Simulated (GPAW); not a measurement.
## PbF2 (Fluorocronite): G0W0 with GPAW, start to end

Aim: the G0W0 gap of PbF2 (Fluorocronite) on PBE, step by step.

Main program and level: GPAW 26.7.0; PBE and many-body steps on it, plane waves.

This is a report of a sequence of runs, with most program output left out.

The database entry behind the starting cell differs from later determinations by our own check (0.1 to 0.3 % short, probably kX units), so it need not match the best structure at ambient conditions.

### Step 1. The structure

The structure is cubic, space group Fm-3m (No. 225). The conventional cell has a = 5.927 Å, b = 5.927 Å, c = 5.927 Å, α = 90.00°, β = 90.00°, γ = 90.00°. Nearest to Pb lie 8 F at 2.57 Å. F has 4 Pb at 2.57 Å nearest. Farther neighbours and most contacts between anions are not listed.

Structure file:

```cif
data_structure
_symmetry_space_group_name_H-M 'P 1'
_symmetry_Int_Tables_number 1
_cell_length_a 4.1912
_cell_length_b 4.1912
_cell_length_c 4.1912
_cell_angle_alpha 60.000
_cell_angle_beta 60.000
_cell_angle_gamma 60.000
_cell_volume 52.06
loop_
_atom_site_label
_atom_site_type_symbol
_atom_site_fract_x
_atom_site_fract_y
_atom_site_fract_z
_atom_site_occupancy
Pb1 Pb 0.00000 0.00000 0.00000 1
F2 F 0.25000 0.25000 0.25000 1
F3 F 0.75000 0.75000 0.75000 1
```

The cell and positions come from the Crystallography Open Database and are kept as given unless a step says otherwise. This is not the form that PbF2 usually takes at ambient conditions. Spin-orbit coupling is left out unless a step names it.

### Step 2. Ground state

This step: GPAW 26.7.0; DFT, PBE, plane waves, PAW.

The ground-state density comes first.

run.py

```python
import json
import numpy as np
from gpaw.mpi import world
from ase import Atoms
from gpaw import GPAW, PW, FermiDirac

atoms = Atoms(['Pb', 'F', 'F'],
    cell=[[0.0000000000, 2.9636600000, 2.9636600000],
      [2.9636600000, 0.0000000000, 2.9636600000],
      [2.9636600000, 2.9636600000, 0.0000000000]],
    scaled_positions=[[0.0000000000, 0.0000000000, 0.0000000000],
      [0.2500000000, 0.2500000000, 0.2500000000],
      [0.7500000000, 0.7500000000, 0.7500000000]],
    pbc=(True, True, True))
calc = GPAW(mode=PW(600),
    xc='PBE',
    kpts={'size': (8, 8, 8), 'gamma': True},
    occupations=FermiDirac(0.001),
    nbands=-7,
    convergence={'density': 1e-6, 'bands': -3},
    maxiter=100,
    txt='gs.txt')
atoms.calc = calc
res = {'energy': atoms.get_potential_energy()}
kpts = calc.get_ibz_k_points()
res['kpts'] = kpts
res['eigenvalues'] = [calc.get_eigenvalues(kpt=k) for k in range(len(kpts))]
res['n_electrons'] = calc.get_number_of_electrons()
calc.write('gs.gpw')

if world.rank == 0:
    with open('result.json', 'w') as f:
        json.dump(res, f, default=lambda x: x.tolist())
```

Started as:

```
mpirun -n 4 gpaw python run.py
```

It took 9.6 s on 4 MPI ranks of Arm Neoverse V1, shared host; peak memory 0.67 GiB; 38 s of CPU time.

This step gave:

| Item | Value |
| --- | --- |
| total energy | -14.38 eV |
| gap | 4.345 eV |
| k of the valence top | 0.5, 0.25, -0.25 |
| k of the conduction bottom | 0.5, 0.5, 0 |
| least direct gap | 4.491 eV |

The gap is indirect, with the least direct gap 0.15 eV higher.

### Step 3. Empty states on the mesh, 4×4×4 mesh, 128 bands

The sums over transitions need many empty states on a uniform mesh; this step solves for them.

run.py

```python
import json
import numpy as np
from gpaw.mpi import world
from gpaw import GPAW

calc = GPAW('gs.gpw').fixed_density(kpts={'size': (4, 4, 4), 'gamma': True},
    parallel={'domain': 1, 'band': 1},
    txt='nscf.txt')
calc.diagonalize_full_hamiltonian(nbands=128)
calc.write('full.gpw', mode='all')
res = {}
kpts = calc.get_ibz_k_points()
res['kpts'] = kpts
res['eigenvalues'] = [calc.get_eigenvalues(kpt=k) for k in range(len(kpts))]
res['n_electrons'] = calc.get_number_of_electrons()

if world.rank == 0:
    with open('result.json', 'w') as f:
        json.dump(res, f, default=lambda x: x.tolist())
```

Started as:

```
mpirun -n 4 gpaw python run.py
```

Wall time 18 s (4 MPI ranks); peak memory 1.6 GiB; 72 s of CPU time.

Numbers from this step:

- gap: 4.345 eV
- k of the valence top: 0.5, 0.25, -0.25
- k of the conduction bottom: 0.5, 0.5, 0
- least direct gap: 4.491 eV
- k points computed: 8
- lowest point of the top converged band, above the valence top: 90.2075 eV

On this mesh the gap is 4.345 eV.

### Step 4. Screening and self-energy, 4×4×4 mesh, 118 bands, screening to 100 eV

Now the one-shot GW correction: screening in the RPA, then the self-energy of the levels asked for.

This step: G0W0 on PBE, plane waves, PAW.

run.py

```python
import json
import numpy as np
from gpaw.mpi import world
from gpaw.response.g0w0 import G0W0

gw = G0W0('full.gpw',
    filename='gw',
    kpts=[0, 3, 5],
    bands=(12, 16),
    ecut=100,
    nbands=118,
    integrate_gamma='WS',
    ppa=True)
gw.calculate()
res = {mode: {k: v for k, v in r.items() if k != 'sigma_eskwn'}
       for mode, r in gw.all_results.items()}

if world.rank == 0:
    with open('result.json', 'w') as f:
        json.dump(res, f, default=lambda x: x.tolist())
```

Started as:

```
mpirun -n 4 gpaw python run.py
```

Wall time 46 s (4 MPI ranks); peak memory 1.3 GiB.

This step gave:

| Quantity | Value |
| --- | --- |
| G0W0 gap on the points computed | 6.010 eV |
| least direct G0W0 gap on the computed points | 6.212 eV |
| Z at the valence top | 0.7948 |
| Z at the conduction bottom | 0.8563 |
| starting gap on the mesh | 4.345 eV |
| k of the valence top | 0.5, 0.25, -0.25 |
| k of the conduction bottom | 0.5, 0.5, 0 |

The gap on the mesh goes from 4.35 eV to 6.01 eV, a correction of +1.66 eV.

Limits: finite bands, cutoff and mesh; no spin-orbit coupling; coarse k mesh. v1 is the top filled band, c1 the lowest empty one. The levels before and after the correction (eV, zero at the valence-band top of each column):

|  | conduction bottom | valence top |
| --- | --- | --- |
| Kohn-Sham | 4.35 | 0.00 |
| G0W0 | 6.01 | 0.00 |

|  | level | energy (eV) |
| --- | --- | --- |
| Kohn-Sham | (0.5 0.25 -0.25) v2 | -1.546 |
| Kohn-Sham | (0.5 0.25 -0.25) v1 | 0.000 |
| Kohn-Sham | (0.5 0.25 -0.25) c1-c2 | 5.993 |
| Kohn-Sham | (0.5 0.5 0) v2 | -1.609 |
| Kohn-Sham | (0.5 0.5 0) v1 | -0.145 |
| Kohn-Sham | (0.5 0.5 0) c1 | 4.345 |
| Kohn-Sham | (0.5 0.5 0) c2 | 7.834 |
| G0W0 | (0.5 0.25 -0.25) v2 | -1.754 |
| G0W0 | (0.5 0.25 -0.25) v1 | 0.000 |
| G0W0 | (0.5 0.25 -0.25) c1-c2 | 7.970 |
| G0W0 | (0.5 0.5 0) v2 | -1.830 |
| G0W0 | (0.5 0.5 0) v1 | -0.201 |
| G0W0 | (0.5 0.5 0) c1 | 6.010 |
| G0W0 | (0.5 0.5 0) c2 | 10.272 |

### Step 5. Where the time went

Times are wall times on 4 MPI ranks of Arm Neoverse V1, shared host, good to a factor of about two.

| step | time | share | memory (GiB) |
| --- | --- | --- | --- |
| ground state | 9.6 s | 13 % | 0.67 |
| empty states on the mesh | 18 s | 25 % | 1.6 |
| screening and self-energy | 46 s | 63 % | 1.3 |

### Step 6. Results

```yaml
pbe_gap: 4.35 eV, indirect
g0w0_gap_on_the_mesh: 6.01 eV
gw_settings: 4×4×4 mesh, 118 bands, screening to 100 eV, Godby-Needs plasmon pole
known_limits: not at the basis limit; no spin-orbit coupling; coarse k mesh
```

In words: G0W0 moves the gap on the mesh from 4.35 eV to 6.01 eV (+1.66 eV), with Z of 0.79 and 0.86 at the edges. Only 3 of the mesh's irreducible points were corrected, so a valley elsewhere could overtake. The dearest step here is «screening and self-energy». Bands and cutoff are finite, so the gap is not at the basis limit. The miss can reach some tenths of an eV and take either sign; the mesh is an error of its own. These stock PAW sets were not made for GW. In the G0W0 run levels were corrected at 3 k points alone, so a gap called «on the mesh» is the least over those, and an edge elsewhere would be missed. The 4×4×4 mesh is coarse for this cell, which bears on the long-range parts of exchange and screening. Where an edge is built on 6p states of lead, bismuth or thallium, scalar-relativistic gaps usually stand too wide, by a few tenths to over one eV. The many-body steps are scalar-relativistic: spin-orbit coupling is not in them.

[Paths, hosts, dates, memory and timing lines, banners, echoed tables and standing remarks are left out of the program output.]

[Logs are printed without paths, hosts, clocks, repeated set-up lines and the standing remarks that a program may print on its own settings, such as how far it seeks lower states.]

[Runs of the session that timed out or met a known fault of the program may be left out.]

[Hosts, paths, dates, database ids (printed as entryN), source tags and the programs' standing remarks are cut or masked in the printed files.]
